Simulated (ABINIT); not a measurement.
Planning a run of ABINIT 10.8.3 on LiHF2 (R-3m). The input:

```
acell 3*1.0 Angstrom
rprim 
  1.466983587415 0.846963369091 4.366688724100
  -1.466983587415 0.846963369091 4.366688724100
  0.000000000000 -1.693926738182 4.366688724100
ntypat 3
znucl 3 1 9
natom 4
typat 1 2 3 3
xred 
  0.000000000000 0.000000000000 0.000000000000
  0.500000000000 0.500000000000 0.500000000000
  0.413301880000 0.413301880000 0.413301880000
  0.586698120000 0.586698120000 0.586698120000
pp_dirpath "pseudos"
pseudos "Li.upf, H.upf, F.upf"
ecut 36
ngkpt 4 4 4
nshiftk 1
shiftk 0 0 0
kptopt 1
chksymbreak 0
istwfk *1
occopt 1
irdwfk 1
optdriver 4
nband 22
gwcalctyp 28
ecutsigx 36
symsigma 0
nkptgw 13
kptgw 
  0.0000000000 0.0000000000 0.0000000000
  0.2500000000 0.0000000000 0.0000000000
  0.5000000000 0.0000000000 0.0000000000
  0.2500000000 0.2500000000 0.0000000000
  0.5000000000 0.2500000000 0.0000000000
  -0.2500000000 0.2500000000 0.0000000000
  0.5000000000 0.5000000000 0.0000000000
  0.2500000000 0.2500000000 0.2500000000
  0.5000000000 0.2500000000 0.2500000000
  -0.2500000000 0.2500000000 0.2500000000
  0.5000000000 0.5000000000 0.2500000000
  -0.2500000000 0.5000000000 0.2500000000
  0.5000000000 0.5000000000 0.5000000000
bdgw 
  1 15
  1 15
  1 15
  1 15
  1 15
  1 15
  1 15
  1 15
  1 15
  1 15
  1 15
  1 15
  1 15
ecuteps 3.2
irdscr 1
ppmodel 1
irdqps 1
rhoqpmix 0.3
indata_prefix "in"
outdata_prefix "out"
tmpdata_prefix "tmp"
```

```sh
OMP_NUM_THREADS=1 mpirun -n 4 abinit run.abi > log
```

**Question.** Estimate wall time and host memory on 4 MPI ranks of Arm Neoverse V1, shared host.

It took 81 s; on shared hardware allow 40 s to 2.7 min. Peak host memory was 1.9 GiB.

[Long decimals in the printed logs are rounded to 6 places.]

[Logs are printed without paths, hosts, clocks, repeated set-up lines and the standing remarks that a program may print on its own settings, such as how far it seeks lower states.]

[Paths, hosts, dates, memory and timing lines, banners, echoed tables and standing remarks are left out of the program output; an Ansatz launch command may be rebuilt from the run's recorded settings. Measured values are a selection of at most five: reports struck by readers or far from the other reports are left out. None is set beside runs whose start may be inverted or whose files or cutoffs have a known fault.]

[Runs of the session that timed out or met a known fault of the program may be left out.]

[Hosts, paths, dates, database ids (printed as entryN), source tags and the programs' standing remarks are cut or masked in the printed files.]

[G0W0 gaps are taken among the corrected bands and points alone; a level outside them can change the order at an edge.]

[Where Ansatz stands beside ABINIT at settings called matched, ABINIT's density can come from a denser mesh and the files from another edition; pairs whose starting gaps differed by over 0.03 eV were left out, so agreement reads better than it is.]
